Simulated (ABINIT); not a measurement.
# Quasiparticle gap of CuI (Marshite) in ABINIT, part 2 of 2

Aim: the G0W0 gap of CuI (Marshite) on PBE, step by step.

ABINIT 10.8.3; PBE and many-body steps on it, plane waves. Known limits of the many-body steps: short of the basis limit; d shell near the gap, gap tends to lie low; no spin-orbit coupling.

So far. Step 2 (Ground state): The gap is direct, at Γ. Step 3 (Bands along the symmetry lines): The gap is 1.093 eV, as in the run before at this level.

The database entry behind the starting cell differs from other determinations of this structure, so it need not match the best structure at room temperature.

In doubt: a PseudoDojo file used here is known to give poor structures and forces, which bears on pressures, cells, forces and phonons.

**4. Empty states on the mesh, 4×4×4 mesh, 316 bands**

Level of this step: DFT, PBE, plane waves, norm-conserving pseudopotentials (ABINIT).

The sums over transitions need many empty states on a uniform mesh; this step solves for them.

File run.abi:

```
acell 3*1.0 Angstrom
rprim 
  0.000000000000 3.031500000000 3.031500000000
  3.031500000000 -0.000000000000 3.031500000000
  3.031500000000 3.031500000000 0.000000000000
ntypat 2
znucl 29 53
natom 2
typat 1 2
xred 
  0.250000000000 0.250000000000 0.250000000000
  0.000000000000 0.000000000000 0.000000000000
pp_dirpath "pseudos"
pseudos "Cu.upf, I.upf"
ecut 42
ngkpt 4 4 4
nshiftk 1
shiftk 0 0 0
kptopt 1
chksymbreak 0
irdden 1
istwfk *1
nband 316
prtvol 0
optdriver 6
gwr_task "HDIAGO"
paral_kgb 0
occopt 1
indata_prefix "in"
outdata_prefix "out"
tmpdata_prefix "tmp"
```

Launch:

```console
> OMP_NUM_THREADS=1 mpirun -n 8 abinit run.abi > log
```

Log:

```text
[banner, memory and clock lines left out]
.Version 10.8.3 of ABINIT. v10.8.2 released Aug 2026.

 Symmetries : space group F-4 3 m (#216); Bravais cF (face-center cubic)
[... echo of the input left out ...]
== DATASET  1 ==================================================================
-   mpi_nproc: 8, omp_nthreads: 1 (-1 if OMP is not activated)

--- !DatasetInfo
iteration_state: {dtset: 1, }
dimensions: {natom: 2, nkpt: 8, mband: 316, nsppol: 1, nspinor: 1, nspden: 1, mpw: 4916, }
cutoff_energies: {ecut:  42.0, pawecutdg:  -1.0, }
electrons: {nelect:   2.60000000E+01, charge:   0.00000000E+00, occopt:   1.00000000E+00, tsmear:   1.00000000E-02, }

.Using double precision arithmetic; gwpc =  8

- Reading GS density from: in_DEN

--- Pseudopotential description ------------------------------------------------
- Cu Generated using ONCVPSP code by D. R. Hamann
- 29.00000  19.00000  171031                  znucl, zion, pspdat
12 -101130 2 -1 1492                          pspcod,pspxc,lmax,lloc,mmax
     nproj     2     2     2
  pspatm : epsatm=   21.66068635
         --- l  ekb(1:nproj) -->
             0    5.018228   -0.401224
             1   -3.482181   -0.761012
             2   -6.875193   -2.519588
 pspatm: atomic psp has been read  and splines computed

- I Generated using ONCVPSP code by D. R. Hamann
- 53.00000   7.00000  171031                  znucl, zion, pspdat
12 -101130 2 -1 1196                          pspcod,pspxc,lmax,lloc,mmax
     nproj     2     2     2
  pspatm : epsatm=   19.17056757
         --- l  ekb(1:nproj) -->
             0    5.955518    0.916455
             1    4.011347    0.742302
             2    4.134838    0.711910
 pspatm: atomic psp has been read  and splines computed

   1.06161260E+03                                ecore*ucvol(ha*bohr**3)

 Total charge density [el/Bohr^3]
)     Maximum=    4.3915E+00  at reduced coord.    0.2083    0.2708    0.3125
)     Minimum=    9.0960E-04  at reduced coord.    0.0000    0.0000    0.0000
   Integrated=    2.6000E+01

 === KS gaps after direct diagonalization ===
 Direct band gap semiconductor
 Fundamental gap:     1.093 (eV)
   VBM:     3.896 (eV) at k: [ 0.0000E+00,  0.0000E+00,  0.0000E+00]
   CBM:     4.989 (eV) at k: [ 0.0000E+00,  0.0000E+00,  0.0000E+00]
 Direct gap:         1.093 (eV) at k: [ 0.0000E+00,  0.0000E+00,  0.0000E+00]

== END DATASET(S) ==============================================================

 -outvars: echo values of variables after computation  --------
           etotal      0.0000000000E+00
            nband         316
             nkpt           8
          spgroup         216
 [... the other variables as echoed above ...]

 Calculation completed.
```

Wall time 84 s (8 MPI ranks of Arm Neoverse V1, shared host); peak memory 11 GiB.

Read from the output:

```
gap                                                           : 1.093 eV
k of the valence top                                          : 0, 0, 0
k of the conduction bottom                                    : 0, 0, 0
least direct gap                                              : 1.093 eV
k points computed                                             : 8
lowest point of the top converged band, above the valence top : 164.5352 eV
```

On this mesh the gap is 1.093 eV.

**5. Screening, 4×4×4 mesh, 308 bands, screening to 228.6 eV**

The RPA dielectric matrix is built and inverted for each q.

This step: RPA screening on PBE, plane waves, norm-conserving pseudopotentials.

Changes to run.abi since step 4:

```diff
@@ -20,10 +20,11 @@
 chksymbreak 0
-irdden 1
 istwfk *1
-nband 316
-prtvol 0
-optdriver 6
-gwr_task "HDIAGO"
-paral_kgb 0
 occopt 1
+irdwfk 1
+optdriver 3
+nband 308
+ecuteps 8.4
+inclvkb 2
+awtr 1
+symchi 1
 indata_prefix "in"
```

Log:

```text
.Version 10.8.3 of ABINIT. v10.8.2 released Aug 2026.

 Symmetries : space group F-4 3 m (#216); Bravais cF (face-center cubic)
[... echo of the input left out ...]
== DATASET  1 ==================================================================
-   mpi_nproc: 8, omp_nthreads: 1 (-1 if OMP is not activated)

--- !DatasetInfo
iteration_state: {dtset: 1, }
dimensions: {natom: 2, nkpt: 8, mband: 308, nsppol: 1, nspinor: 1, nspden: 1, mpw: 4916, }
cutoff_energies: {ecut:  42.0, pawecutdg:  -1.0, }
electrons: {nelect:   2.60000000E+01, charge:   0.00000000E+00, occopt:   1.00000000E+00, tsmear:   1.00000000E-02, }

 SCREENING: Calculation of the susceptibility and dielectric matrices

 Based on a program developped by R.W. Godby, V. Olevano, G. Onida, and L. Reining.
 Incorporated in ABINIT by V. Olevano, G.-M. Rignanese, and M. Torrent.
.Using double precision arithmetic ; gwpc =  8

[... cell and pseudopotentials left out ...]
--------------------------------------------------------------------------------

 ==== K-mesh for the wavefunctions ====
 Number of points in the irreducible wedge :     8
[... list of points left out ...]
 Together with 24 symmetry operations and time-reversal symmetry
 yields    64 points in the full Brillouin Zone.

 ==== Q-mesh for the screening function ====
 Number of points in the irreducible wedge :     8
[... list of points left out ...]
 Together with 24 symmetry operations and time-reversal symmetry
 yields    64 points in the full Brillouin Zone.

 setmesh: FFT mesh size selected  =    36x   36x   36
          total number of points  =        46656

 vcoul_init : cutoff-mode = AUXILIARY_FUNCTION
 q-points for optical limit:   1
     1)      0.000010    0.000020    0.000030

- screening: taking advantage of time-reversal symmetry
- Maximum band index for partially occupied states nbvw = 13
- Remaining bands to be divided among processors   nbcw = 295
- Number of bands treated by each node ~36

 Number of electrons calculated from density =   26.0000; Expected =   26.0000
 average of density, n =  0.069147
 r_s =    1.5114
 omega_plasma =   25.3655 [eV]

 calculating chi0 at frequencies [eV] :
  1    0.000000E+00    0.000000E+00
  2    0.000000E+00    2.536545E+01

--------------------------------------------------------------------------------
  q-point number  1        q = ( 0.000000, 0.000000, 0.000000) [r.l.u.]
--------------------------------------------------------------------------------
[... chi0 elements left out ...]
 For q-point:  0.000010 0.000020 0.000030
  dielectric constant =  10.2232
  dielectric constant without local fields =  10.9034

  Average fulfillment of the sum rule on Im[epsilon] for q-point    1 :     75.47  [%]
[... wings left out ...]
  q-point number  2        q = ( 0.250000, 0.000000, 0.000000) [r.l.u.]
--------------------------------------------------------------------------------
[... chi0 elements left out ...]
  Average fulfillment of the sum rule on Im[epsilon] for q-point    2 :     82.73  [%]

 [... 6 further q-points ...]
```

The job ended after 1.9 min (8 MPI ranks; peak memory 3.4 GiB; 15 min of CPU time).

This step gave:

```yaml
eps_infinity_with_local_fields_on_this_mesh: 10.22
eps_infinity_without_local_fields_on_this_mesh: 10.90
plasma_frequency: 25.37 eV
plane_waves_in_the_screening_matrix: 411
```

Local fields lower ε∞ by 6 %.

**6. Self-energy, 4×4×4 mesh, 308 bands, screening to 228.6 eV**

The self-energy is evaluated for the states that the input lists, and the quasiparticle equation is solved.

This step: G0W0 on PBE, plane waves, norm-conserving pseudopotentials.

Changes to run.abi since step 5:

```diff
@@ -23,8 +23,15 @@
 irdwfk 1
-optdriver 3
+optdriver 4
 nband 308
+gwcalctyp 0
+ecutsigx 42
+symsigma 1
+nkptgw 1
+kptgw 
+  0.0000000000 0.0000000000 0.0000000000
+bdgw 
+  11 17
 ecuteps 8.4
-inclvkb 2
-awtr 1
-symchi 1
+irdscr 1
+ppmodel 1
 indata_prefix "in"
```

Log:

```text
.Version 10.8.3 of ABINIT. v10.8.2 released Aug 2026.

 Symmetries : space group F-4 3 m (#216); Bravais cF (face-center cubic)
[... echo of the input left out ...]
== DATASET  1 ==================================================================
-   mpi_nproc: 8, omp_nthreads: 1 (-1 if OMP is not activated)

--- !DatasetInfo
iteration_state: {dtset: 1, }
dimensions: {natom: 2, nkpt: 8, mband: 308, nsppol: 1, nspinor: 1, nspden: 1, mpw: 4916, }
cutoff_energies: {ecut:  42.0, pawecutdg:  -1.0, }
electrons: {nelect:   2.60000000E+01, charge:   0.00000000E+00, occopt:   1.00000000E+00, tsmear:   1.00000000E-02, }

 SIGMA: Calculation of the GW corrections

 Based on a program developped by R.W. Godby, V. Olevano, G. Onida, and L. Reining.
 Incorporated in ABINIT by V. Olevano, G.-M. Rignanese, and M. Torrent.
.Using double precision arithmetic ; gwpc =  8

[... cell and pseudopotentials left out ...]
--------------------------------------------------------------------------------

 ==== K-mesh for the wavefunctions ====
 Number of points in the irreducible wedge :     8
[... list of points left out ...]
 Together with 24 symmetry operations and time-reversal symmetry
 yields    64 points in the full Brillouin Zone.

 ==== Q-mesh for screening function ====
 Number of points in the irreducible wedge :     8
[... list of points left out ...]
 Together with 24 symmetry operations and time-reversal symmetry
 yields    64 points in the full Brillouin Zone.

 vcoul_init : cutoff-mode = AUXILIARY_FUNCTION
 q-points for optical limit:   1
     1)      0.000010    0.000020    0.000030
 setmesh: FFT mesh size selected  =    48x   48x   48
          total number of points  =       110592

 Number of electrons calculated from density =   26.0000; Expected =   26.0000
 average of density, n =  0.069147
 r_s =    1.5114
 omega_plasma =   25.3655 [eV]

 === KS Band Gaps ===
  >>>> For spin  1
   Minimum direct gap =   1.0930 [eV], located at k-point      :   0.0000  0.0000  0.0000
   Fundamental gap    =   1.0930 [eV], Top of valence bands at :   0.0000  0.0000  0.0000
                                       Bottom of conduction at :   0.0000  0.0000  0.0000
 SIGMA fundamental parameters:
 PLASMON POLE MODEL  1
 number of plane-waves for SigmaX                 4909
 number of plane-waves for SigmaC and W            411
 number of plane-waves for wavefunctions          4909
 number of bands                                   308
 number of independent spin polarizations            1
 number of spinorial components                      1
 number of k-points in IBZ                           8
 number of q-points in IBZ                           8
 number of symmetry operations                      24
 number of k-points in BZ                           64
 number of q-points in BZ                           64
 number of frequencies for dSigma/dE                 9
 frequency step for dSigma/dE [eV]                0.25
 number of omega for Sigma on real axis              0
 max omega for Sigma on real axis  [eV]           0.00
 zcut for avoiding poles [eV]                     0.10

 EPSILON^-1 parameters (SCR file):
 dimension of the eps^-1 matrix on file            411
 dimension of the eps^-1 matrix used               411
 number of plane-waves for wavefunctions          4909
 number of bands                                   308
 number of q-points in IBZ                           8
 number of frequencies                               2
 number of real frequencies                          1
 number of imag frequencies                          1

 matrix elements of self-energy operator (all in [eV])

 Perturbative Calculation

--- !SelfEnergy_ee
iteration_state: {dtset: 1, }
kpoint     : [   0.000,    0.000,    0.000, ]
spin       : 1
KS_gap     :    1.093
QP_gap     :    1.575
Delta_QP_KS:    0.482
data: !SigmaeeData |
     Band     E0 <VxcDFT>   SigX SigC(E0)      Z dSigC/dE  Sig(E)    E-E0       E
       11   3.896 -24.676 -30.022   4.829   0.745  -0.343 -25.062  -0.385   3.511
       12   3.896 -24.676 -30.022   4.829   0.745  -0.343 -25.062  -0.385   3.511
       13   3.896 -24.676 -30.022   4.829   0.745  -0.343 -25.062  -0.385   3.511
       14   4.989  -9.943  -5.712  -4.113   0.810  -0.235  -9.847   0.096   5.085
       15   8.755  -9.970  -5.573  -4.257   0.804  -0.244  -9.858   0.112   8.867
       16   8.755  -9.970  -5.573  -4.257   0.804  -0.244  -9.858   0.112   8.867
       17   8.755  -9.970  -5.573  -4.257   0.804  -0.244  -9.858   0.112   8.867

== END DATASET(S) ==============================================================
================================================================================

 -outvars: echo values of variables after computation  --------
           etotal      0.0000000000E+00
            nband         308
             nkpt           8
          spgroup         216
 [... the other variables as echoed above ...]

 Calculation completed.
```

Run time: 21 s. Hardware: 8 MPI ranks; peak memory 3.4 GiB; 2.8 min of CPU time.

Numbers from this step:

```
G0W0 gap on the mesh                         : 1.574 eV
starting gap on the mesh                     : 1.093 eV
k of the valence top                         : 0, 0, 0
k of the conduction bottom                   : 0, 0, 0
Z at the valence top                         : 0.745
Z at the conduction bottom                   : 0.81
least direct G0W0 gap on the computed points : 1.574 eV
```

The gap on the mesh goes from 1.09 eV to 1.57 eV, a correction of +0.48 eV.

Limits: finite bands, cutoff and mesh; d shell near the gap, gap tends to lie low; no spin-orbit coupling. v1 is the top filled band, c1 the lowest empty one. The levels before and after the correction (eV, zero at the valence-band top of each column):

```
           conduction bottom  valence top
Kohn-Sham               1.09         0.00
     G0W0               1.57         0.00
```

```
             level  energy (eV)
Kohn-Sham  Γ v3-v1        0.000
Kohn-Sham     Γ c1        1.093
Kohn-Sham  Γ c2-c4        4.859
     G0W0  Γ v3-v1        0.000
     G0W0     Γ c1        1.574
     G0W0  Γ c2-c4        5.356
```

**7. Where the time went**

Times are wall times on 8 MPI ranks of Arm Neoverse V1, shared host, good to a factor of about two.

```
                          step     time  share  memory (GiB)
                  ground state     11 s    5 %          0.66
bands along the symmetry lines     13 s    5 %          0.58
      empty states on the mesh     84 s   34 %            11
                     screening  1.9 min   47 %           3.4
                   self-energy     21 s    9 %           3.4
```

**8. Results**

| Item | Value |
| --- | --- |
| PBE gap | 1.09 eV, direct |
| G0W0 gap on the mesh | 1.57 eV |
| GW settings | 4×4×4 mesh, 308 bands, screening to 228.6 eV, Godby-Needs plasmon pole |
| known limits | short of the basis limit; d shell near the gap, gap tends to lie low; no spin-orbit coupling |

G0W0 moves the gap on the mesh from 1.09 eV to 1.57 eV (+0.48 eV), with Z of 0.74 and 0.81 at the edges. Local fields lower the RPA ε∞ on this mesh from 10.90 to 10.22. Bands and cutoff are finite, so the gap stands short of the basis limit, usually by up to a few tenths of an eV; the mesh is an error of its own. A d shell, filled or nearly so, lies near the gap. One-shot GW converges very slowly in bands there, not always from below, and on a semilocal start the gap tends to come out low; starts rich in exact exchange can overshoot instead. The many-body steps are scalar-relativistic: spin-orbit coupling is not in them.

[Long decimals in the printed logs are rounded to 6 places.]

[Logs are printed without paths, hosts, clocks, repeated set-up lines and the standing remarks that a program may print on its own settings, such as how far it seeks lower states.]

[Paths, hosts, dates, memory and timing lines, banners, echoed tables and standing remarks are left out of the program output; an Ansatz launch command may be rebuilt from the run's recorded settings. Measured values are a selection of at most five: reports struck by readers or far from the other reports are left out. None is set beside runs whose start may be inverted or whose files or cutoffs have a known fault.]

[Runs of the session that timed out or met a known fault of the program may be left out.]

[Hosts, paths, dates, database ids (printed as entryN), source tags and the programs' standing remarks are cut or masked in the printed files.]

[G0W0 gaps are taken among the corrected bands and points alone; a level outside them can change the order at an edge.]

[Where Ansatz stands beside ABINIT at settings called matched, ABINIT's density can come from a denser mesh and the files from another edition; pairs whose starting gaps differed by over 0.03 eV were left out, so agreement reads better than it is.]
